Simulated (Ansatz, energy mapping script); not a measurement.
# Spin model of CoO from collinear orders

Aim: the exchange couplings of CoO from the energies of a few collinear orders, and the ordering temperature that they give.

Program: Ansatz 0.2.0. Level of theory: PBEsol with U = 1.16 eV on Co d, ortho-atomic projectors; plane waves, U on orthogonalised atomic orbitals unless named otherwise, collinear spin, no spin–orbit coupling. Results are calculated unless marked as measured.

**What experiment says.**

For CoO, rock salt (literature value), “On the Elastic Anisotropy of the Entropy-Stabilized Oxide (Mg, Co, Ni, Cu, Zn)O” (2020, arxiv:2004.06613) quotes earlier work: ordering temperature (Neel temperature) 291 K [literature value quoted in the paper's theory part].

Report form: the programs' logs are mostly left out.

## (1) Set-up

The structure is cubic, space group Fm-3m (No. 225). Conventional cell: a = 4.263 Å, b = 4.263 Å, c = 4.263 Å, α = 90.00°, β = 90.00°, γ = 90.00°. Co has 6 O at 2.13 Å nearest. O has 6 Co at 2.13 Å nearest. Farther neighbours and most contacts between anions are not listed.

The U corrects the self-interaction that lets semilocal functionals spread d and f electrons too far. Its value here is typed, not computed.

## (2) A first run with parallel moments

One run in the crystal's own cell, under PBEsol with U = 2.8 eV on Co d, ortho-atomic projectors, shows which elements keep a moment. Transition or f elements with 0.3 μB or more enter the spin model; moments induced on other atoms do not.

The input, input.yaml:

```yaml
crystal:
  lattice:
    - [0.0, 2.1315, 2.1315]
    - [2.1315, 0.0, 2.1315]
    - [2.1315, 2.1315, 0.0]
  atoms:
    - { symbol: Co, position: [0.0, 0.0, 0.0], spin: 3.0 }
    - { symbol: O, position: [0.5, 0.5, 0.5] }
magnetization:
  spin_polarized: true
kpoints:
  mp_grid: { grid: [10, 10, 10] }
hamiltonian:
  xc: pbesol
  hubbard:
    sites: [{ species: Co, l: d, u_eff: 2.8 }]
    projectors: ortho-atomic
scf:
  occupations: { method: fermi_dirac, width: 0.05 }
output:
  eigenvalues: true
```

Run with:

```console
ansatz run input.yaml --threads 4 --pin off --max-ram 8192MiB --backend cpu --events-out ev --progress --plain --runs-dir out
```

Elapsed: 12 s, on 4 threads of Arm Neoverse V2, shared host; peak memory 0.81 GiB; 44 s of CPU time.

Spin moment in the sphere by atom:

| atom | spin moment in the sphere (μB) |
| --- | --- |
| Co1 | 2.58 |
| O2 | 0.25 |

The run ends ferromagnetic; Co carries the moments.

## (3) A run to fix the orbital filling

A corrected shell can settle in several orbital fillings. One parallel run, with an occupation width a fifth wider than the orders use, therefore is to supply the occupation matrices. All orders start from them.

input.yaml, the sections that differ from step 2:

```yaml
kpoints:
  mp_grid: { grid: [9, 9, 9] }
hamiltonian:
  xc: pbesol
  hubbard:
    sites: [{ species: Co, l: d, u_eff: 1.16 }]
    projectors: ortho-atomic
scf:
  occupations: { method: fermi_dirac, width: 0.06 }
# crystal, magnetization, output: as in step 2
```

Elapsed: 9.9 s, on 4 threads; peak memory 0.68 GiB.

This step gave:

```
final state                       : ferromagnetic
electrons in the corrected shells : 7.381 e
largest moment                    : 2.531 μB
```

## (4) Order 1: parallel, cell A of 4 atoms

The parallel order is the zero of energy for this cell and mesh.

The input, input.yaml:

```yaml
crystal:
  lattice:
    - [0.0, -2.1315, -2.1315]
    - [0.0, 2.1315, -2.1315]
    - [4.263, 0.0, 0.0]
  atoms:
    - { symbol: Co, position: [0.5, 0.5, 0.5], spin: 3.0 }
    - { symbol: Co, position: [0.0, 0.0, 0.0], spin: 3.0 }
    - { symbol: O, position: [0.5, 0.5, 0.0] }
    - { symbol: O, position: [0.0, 0.0, 0.5] }
magnetization:
  spin_polarized: true
kpoints:
  mp_grid: { grid: [7, 7, 5] }
hamiltonian:
  xc: pbesol
  hubbard:
    sites:
      - { species: Co, l: d, u_eff: 1.16 }
      - { site: 0, l: d, u_eff: 1.16, starting_ns: [{ spin: up, occupation_matrix: co1_major }, { spin: down, occupation_matrix: co1_minor }] }
      - { site: 1, l: d, u_eff: 1.16, starting_ns: [{ spin: up, occupation_matrix: co1_major }, { spin: down, occupation_matrix: co1_minor }] }
    projectors: ortho-atomic
    occupation_matrices:
      co1_major:
        matrix:
          - [0.993, 0.0, 0.0, 0.0, 0.0]
          - [0.0, 0.998, 0.0, 0.0, 0.0]
          - [0.0, 0.0, 0.998, 0.0, 0.0]
          - [0.0, 0.0, 0.0, 0.993, 0.0]
          - [0.0, 0.0, 0.0, 0.0, 0.998]
      co1_minor:
        matrix:
          - [0.202, -0.058, -0.058, 0.0, -0.116]
          - [-0.058, 0.666, -0.27, -0.1, 0.27]
          - [-0.058, -0.27, 0.666, 0.1, 0.27]
          - [0.0, -0.1, 0.1, 0.202, 0.0]
          - [-0.116, 0.27, 0.27, 0.0, 0.666]
scf:
  occupations: { method: fermi_dirac, width: 0.05 }
output:
  eigenvalues: true
  write_density: true
  write_potential: true
  elf: true
  volumetric_format: npy
```

Elapsed: 6.1 s, on 4 threads; peak memory 0.53 GiB; 23 s of CPU time.

Spin moment in the sphere by atom:

| atom | spin moment in the sphere (μB) |
| --- | --- |
| Co1 | 2.54 |
| Co2 | 2.54 |
| O3 | 0.30 |
| O4 | 0.30 |

The run ends ferromagnetic.

Spin density in the ac plane of the conventional cell at fractional y = 0.000, with atoms of Co and O within 0.2 Å of it.

Ten even steps from '_' (0.00 × 1e0 e/Å³) to '@' (8.71 × 1e0 e/Å³), each cell a mean:
```
**::______________________==
..__________________________
____________________________
____________________________
____________________________
____________::--..__________
__________..**@@--__________
____________==**::__________
______________..____________
____________________________
____________________________
____________________________
--..______________________::
@@--____________________..**
```
Columns run along a (4.3 Å), rows up along c (4.3 Å), edges of the conventional cell, whose origin can differ from the input's. Atoms in or near the plane, at fractional coordinates: Co at (0.50, 0.50), Co at (0.00, 0.00), O at (0.00, 0.50), O at (0.50, 0.00).

ELF in the ac plane of the conventional cell at fractional y = 0.000, with atoms of Co and O within 0.2 Å of it. It is the smooth field of the valence electrons, not physical close to the nuclei.

Ten even steps from '_' (0.10) to '@' (0.97), each cell a mean:
```
@@**..__==##**++####::__==%%
==::____--**######++..__::==
________..--==++==::________
::::..__________________..::
##**==..____..::..____::++##
**##**::__::**##++..__==####
--**##::__==@@@@##::__++##++
++####::__==%%@@**..__==##**
####++..__::====::____--**##
++==::________________..--==
__________..::::::..________
::..____::++####**==..____..
##++..__==####**##**::__::**
@@##::__++##++--**##::__==@@
```
Columns run along a (4.3 Å), rows up along c (4.3 Å), edges of the conventional cell, whose origin can differ from the input's. Atoms in or near the plane, at fractional coordinates: Co at (0.50, 0.50), Co at (0.00, 0.00), O at (0.00, 0.50), O at (0.50, 0.00).

## (5) Compensated +− start in cell A (4 atoms)

This order reverses 8 of the 12 neighbours at 3.01 Å, 0 of the 6 neighbours at 4.26 Å and 16 of the 24 neighbours at 5.22 Å, counted for an average magnetic atom.

Edit input.yaml of step 4 so:

```diff
@@ -7,3 +7,3 @@
     - { symbol: Co, position: [0.5, 0.5, 0.5], spin: 3.0 }
-    - { symbol: Co, position: [0.0, 0.0, 0.0], spin: 3.0 }
+    - { symbol: Co, position: [0.0, 0.0, 0.0], spin: -3.0 }
     - { symbol: O, position: [0.5, 0.5, 0.0] }
@@ -20,3 +20,3 @@
       - { site: 0, l: d, u_eff: 1.16, starting_ns: [{ spin: up, occupation_matrix: co1_major }, { spin: down, occupation_matrix: co1_minor }] }
-      - { site: 1, l: d, u_eff: 1.16, starting_ns: [{ spin: up, occupation_matrix: co1_major }, { spin: down, occupation_matrix: co1_minor }] }
+      - { site: 1, l: d, u_eff: 1.16, starting_ns: [{ spin: up, occupation_matrix: co1_minor }, { spin: down, occupation_matrix: co1_major }] }
     projectors: ortho-atomic
```

It took 3.6 s on 4 threads; peak memory 0.51 GiB.

Spin moment in the sphere by atom:

| atom | spin moment in the sphere (μB) |
| --- | --- |
| Co1 | 2.51 |
| Co2 | -2.51 |
| O3 | -0.10 |
| O4 | 0.10 |

The run ends antiferromagnetic, 39.78 meV a magnetic atom above the parallel order of its cell (energies taken at zero occupation width, not the printed F).

Spin density in the ac plane of the conventional cell at fractional y = 0.000, with atoms of Co and O within 0.2 Å of it.

Ten even steps from '_' (-8.61 × 1e0 e/Å³) to '@' (8.61 × 1e0 e/Å³), each cell a mean:
```
..--======++++++==========::
==========++++++++==========
========++++++++++++========
========++++++++++++++======
======++++++++++++++++++====
======++++++****++++++++++==
==++++++++++%%@@**++++++++++
==++++++++++##%%**++++++====
====++++++++++++++++++++====
======++++++++++++++++======
========++++++++++++++======
==========++++++++++========
--==========++++++++======--
__--==========++==========..
```
Columns run along a (4.3 Å), rows up along c (4.3 Å), edges of the conventional cell, whose origin can differ from the input's. Atoms in or near the plane, at fractional coordinates: Co at (0.50, 0.50), Co at (0.00, 0.00), O at (0.00, 0.50), O at (0.50, 0.00).

ELF in the ac plane of the conventional cell at fractional y = 0.000, with atoms of Co and O within 0.2 Å of it. It is the smooth field of the valence electrons, not physical close to the nuclei.

Ten even steps from '0' (0.10) to '9' (0.97), each cell a mean:
```
96104765772048
42003677751024
00001345420000
22100000000012
76410012100257
67620267510477
36720499720575
57720489610476
77510244200367
54200000000134
00000122210000
21002577641001
75104776762026
97205753672049
```
Columns run along a (4.3 Å), rows up along c (4.3 Å), edges of the conventional cell, whose origin can differ from the input's. Atoms in or near the plane, at fractional coordinates: Co at (0.50, 0.50), Co at (0.00, 0.00), O at (0.00, 0.50), O at (0.50, 0.00).

## (6) The same order with other settings

The input is changed once more, to see how this run answers a poor choice.

Edit input.yaml of step 5 so:

```diff
@@ -12,2 +12,3 @@
   spin_polarized: true
+  spin_orbit: true
 kpoints:
@@ -37,9 +38,7 @@
           - [-0.116, 0.27, 0.27, 0.0, 0.666]
+  pseudopotentials: { kind: nc }
 scf:
   occupations: { method: fermi_dirac, width: 0.05 }
+  max_iter: 50
 output:
   eigenvalues: true
-  write_density: true
-  write_potential: true
-  elf: true
-  volumetric_format: npy
```

The job ended after 0.02 s (4 threads; peak memory 0.032 GiB).

The input was rejected at the start.

The program's message: “Error: 2 input errors — fix all and re-run”

The change that led to it: magnetization and hamiltonian.pseudopotentials = {"kind": "nc"}.

## (7) Order 3: parallel, cell B of 4 atoms

A new cell needs its own zero of energy.

This run holds the same structure in another cell (c 4.263 → 5.221 Å, α 90.0 → 73.2°, β 90.0 → 73.2°, γ 90.0 → 60.0°).

The input, input.yaml:

```yaml
crystal:
  lattice:
    - [0.0, -2.1315, -2.1315]
    - [-2.1315, 0.0, -2.1315]
    - [2.1315, 2.1315, -4.263]
  atoms:
    - { symbol: Co, position: [0.5, 0.5, 0.5], spin: 3.0 }
    - { symbol: Co, position: [0.0, 0.0, 0.0], spin: 3.0 }
    - { symbol: O, position: [0.75, 0.75, 0.75] }
    - { symbol: O, position: [0.25, 0.25, 0.25] }
magnetization:
  spin_polarized: true
kpoints:
  mp_grid: { grid: [9, 9, 9] }
hamiltonian:
  xc: pbesol
  hubbard:
    sites:
      - { species: Co, l: d, u_eff: 1.16 }
      - { site: 0, l: d, u_eff: 1.16, starting_ns: [{ spin: up, occupation_matrix: co1_major }, { spin: down, occupation_matrix: co1_minor }] }
      - { site: 1, l: d, u_eff: 1.16, starting_ns: [{ spin: up, occupation_matrix: co1_major }, { spin: down, occupation_matrix: co1_minor }] }
    projectors: ortho-atomic
    occupation_matrices:
      co1_major:
        matrix:
          - [0.993, 0.0, 0.0, 0.0, 0.0]
          - [0.0, 0.998, 0.0, 0.0, 0.0]
          - [0.0, 0.0, 0.998, 0.0, 0.0]
          - [0.0, 0.0, 0.0, 0.993, 0.0]
          - [0.0, 0.0, 0.0, 0.0, 0.998]
      co1_minor:
        matrix:
          - [0.202, -0.058, -0.058, 0.0, -0.116]
          - [-0.058, 0.666, -0.27, -0.1, 0.27]
          - [-0.058, -0.27, 0.666, 0.1, 0.27]
          - [0.0, -0.1, 0.1, 0.202, 0.0]
          - [-0.116, 0.27, 0.27, 0.0, 0.666]
scf:
  occupations: { method: fermi_dirac, width: 0.05 }
output:
  eigenvalues: true
```

It took 7.9 s on 4 threads; peak memory 0.66 GiB; 30 s of CPU time.

The run ends ferromagnetic. For each magnetic atom its energy differs from the parallel run of the first cell by -0.62 meV, an error that one common reference would have brought in.

## (8) Order 4: compensated +−, cell B of 4 atoms

This order reverses 6 of the 12 neighbours at 3.01 Å, 6 of the 6 neighbours at 4.26 Å and 12 of the 24 neighbours at 5.22 Å, counted for an average magnetic atom.

Edit input.yaml of step 7 so:

```diff
@@ -7,3 +7,3 @@
     - { symbol: Co, position: [0.5, 0.5, 0.5], spin: 3.0 }
-    - { symbol: Co, position: [0.0, 0.0, 0.0], spin: 3.0 }
+    - { symbol: Co, position: [0.0, 0.0, 0.0], spin: -3.0 }
     - { symbol: O, position: [0.75, 0.75, 0.75] }
@@ -20,3 +20,3 @@
       - { site: 0, l: d, u_eff: 1.16, starting_ns: [{ spin: up, occupation_matrix: co1_major }, { spin: down, occupation_matrix: co1_minor }] }
-      - { site: 1, l: d, u_eff: 1.16, starting_ns: [{ spin: up, occupation_matrix: co1_major }, { spin: down, occupation_matrix: co1_minor }] }
+      - { site: 1, l: d, u_eff: 1.16, starting_ns: [{ spin: up, occupation_matrix: co1_minor }, { spin: down, occupation_matrix: co1_major }] }
     projectors: ortho-atomic
```

Run time: 5.3 s. Hardware: 4 threads; peak memory 0.64 GiB; 20 s of CPU time.

The run ends antiferromagnetic, 131.49 meV a magnetic atom below the parallel order of its cell.

## (9) Parallel start in cell C (6 atoms)

The parallel order again, as the reference for this cell.

The input, input.yaml:

```yaml
crystal:
  lattice:
    - [0.0, -2.1315, -2.1315]
    - [-4.263, 0.0, 0.0]
    - [2.1315, 4.263, -2.1315]
  atoms:
    - { symbol: Co, position: [0.666666667, 0.666666667, 0.333333333], spin: 3.0 }
    - { symbol: Co, position: [0.333333333, 0.333333333, 0.666666667], spin: 3.0 }
    - { symbol: Co, position: [0.0, 0.0, 0.0], spin: 3.0 }
    - { symbol: O, position: [0.666666667, 0.166666667, 0.333333333] }
    - { symbol: O, position: [0.333333333, 0.833333333, 0.666666667] }
    - { symbol: O, position: [0.0, 0.5, 0.0] }
magnetization:
  spin_polarized: true
kpoints:
  mp_grid: { grid: [8, 8, 8] }
hamiltonian:
  xc: pbesol
  hubbard:
    sites:
      - { species: Co, l: d, u_eff: 1.16 }
      - { site: 0, l: d, u_eff: 1.16, starting_ns: [{ spin: up, occupation_matrix: co1_major }, { spin: down, occupation_matrix: co1_minor }] }
      - { site: 1, l: d, u_eff: 1.16, starting_ns: [{ spin: up, occupation_matrix: co1_major }, { spin: down, occupation_matrix: co1_minor }] }
      - { site: 2, l: d, u_eff: 1.16, starting_ns: [{ spin: up, occupation_matrix: co1_major }, { spin: down, occupation_matrix: co1_minor }] }
    projectors: ortho-atomic
    occupation_matrices:
      co1_major:
        matrix:
          - [0.993, 0.0, 0.0, 0.0, 0.0]
          - [0.0, 0.998, 0.0, 0.0, 0.0]
          - [0.0, 0.0, 0.998, 0.0, 0.0]
          - [0.0, 0.0, 0.0, 0.993, 0.0]
          - [0.0, 0.0, 0.0, 0.0, 0.998]
      co1_minor:
        matrix:
          - [0.202, -0.058, -0.058, 0.0, -0.116]
          - [-0.058, 0.666, -0.27, -0.1, 0.27]
          - [-0.058, -0.27, 0.666, 0.1, 0.27]
          - [0.0, -0.1, 0.1, 0.202, 0.0]
          - [-0.116, 0.27, 0.27, 0.0, 0.666]
scf:
  occupations: { method: fermi_dirac, width: 0.05 }
output:
  eigenvalues: true
```

Wall time 23 s (4 threads); peak memory 1.3 GiB.

The run ends ferromagnetic. For each magnetic atom its energy differs from the parallel run of the first cell by -0.67 meV, an error that one common reference would have brought in.

## (10) Order 6: uncompensated ++−, cell C of 6 atoms

This order reverses 6.67 of the 12 neighbours at 3.01 Å, 2.67 of the 6 neighbours at 4.26 Å and 8 of the 24 neighbours at 5.22 Å, counted for an average magnetic atom.

Edit input.yaml of step 9 so:

```diff
@@ -8,3 +8,3 @@
     - { symbol: Co, position: [0.333333333, 0.333333333, 0.666666667], spin: 3.0 }
-    - { symbol: Co, position: [0.0, 0.0, 0.0], spin: 3.0 }
+    - { symbol: Co, position: [0.0, 0.0, 0.0], spin: -3.0 }
     - { symbol: O, position: [0.666666667, 0.166666667, 0.333333333] }
@@ -23,3 +23,3 @@
       - { site: 1, l: d, u_eff: 1.16, starting_ns: [{ spin: up, occupation_matrix: co1_major }, { spin: down, occupation_matrix: co1_minor }] }
-      - { site: 2, l: d, u_eff: 1.16, starting_ns: [{ spin: up, occupation_matrix: co1_major }, { spin: down, occupation_matrix: co1_minor }] }
+      - { site: 2, l: d, u_eff: 1.16, starting_ns: [{ spin: up, occupation_matrix: co1_minor }, { spin: down, occupation_matrix: co1_major }] }
     projectors: ortho-atomic
```

The job ended after 34 s (4 threads; peak memory 1.3 GiB).

The run ends ferrimagnetic, 45.38 meV a magnetic atom below the parallel order of its cell.

## (11) Order 7: parallel, cell D of 6 atoms

This run holds the same structure in another cell (b 4.263 → 3.014 Å, c 5.221 → 6.740 Å, α 114.1 → 102.9°, β 106.8 → 102.9°).

The input, input.yaml:

```yaml
crystal:
  lattice:
    - [0.0, 2.1315, 2.1315]
    - [0.0, 2.1315, -2.1315]
    - [-6.3945, -2.1315, 0.0]
  atoms:
    - { symbol: Co, position: [0.0, 0.0, 0.0], spin: 3.0 }
    - { symbol: Co, position: [0.333333333, 0.333333333, 0.666666667], spin: 3.0 }
    - { symbol: Co, position: [0.666666667, 0.666666667, 0.333333333], spin: 3.0 }
    - { symbol: O, position: [0.833333333, 0.833333333, 0.666666667] }
    - { symbol: O, position: [0.166666667, 0.166666667, 0.333333333] }
    - { symbol: O, position: [0.5, 0.5, 0.0] }
magnetization:
  spin_polarized: true
kpoints:
  mp_grid: { grid: [8, 8, 8] }
hamiltonian:
  xc: pbesol
  hubbard:
    sites:
      - { species: Co, l: d, u_eff: 1.16 }
      - { site: 0, l: d, u_eff: 1.16, starting_ns: [{ spin: up, occupation_matrix: co1_major }, { spin: down, occupation_matrix: co1_minor }] }
      - { site: 1, l: d, u_eff: 1.16, starting_ns: [{ spin: up, occupation_matrix: co1_major }, { spin: down, occupation_matrix: co1_minor }] }
      - { site: 2, l: d, u_eff: 1.16, starting_ns: [{ spin: up, occupation_matrix: co1_major }, { spin: down, occupation_matrix: co1_minor }] }
    projectors: ortho-atomic
    occupation_matrices:
      co1_major:
        matrix:
          - [0.993, 0.0, 0.0, 0.0, 0.0]
          - [0.0, 0.998, 0.0, 0.0, 0.0]
          - [0.0, 0.0, 0.998, 0.0, 0.0]
          - [0.0, 0.0, 0.0, 0.993, 0.0]
          - [0.0, 0.0, 0.0, 0.0, 0.998]
      co1_minor:
        matrix:
          - [0.202, -0.058, -0.058, 0.0, -0.116]
          - [-0.058, 0.666, -0.27, -0.1, 0.27]
          - [-0.058, -0.27, 0.666, 0.1, 0.27]
          - [0.0, -0.1, 0.1, 0.202, 0.0]
          - [-0.116, 0.27, 0.27, 0.0, 0.666]
scf:
  occupations: { method: fermi_dirac, width: 0.05 }
output:
  eigenvalues: true
```

Elapsed: 22 s, on 4 threads; peak memory 1.3 GiB.

The run ends ferromagnetic. For each magnetic atom its energy differs from the parallel run of the first cell by -0.77 meV, an error that one common reference would have brought in.

(Part 1 of 2 ends here.)

[Logs and program files are shortened in this print: banners, set-up blocks, solver, clock and traceback lines can be left out without a mark of their own.]

[Logs are printed without paths, hosts, clocks, repeated set-up lines and the standing remarks that a program may print on its own settings, such as how far it seeks lower states.]

[Hosts, paths, dates, database ids (printed as entryN), source tags and the programs' standing remarks are cut or masked in the printed files.]

[Where a cell is said to come from a database of computed structures, the database is the Materials Project.]
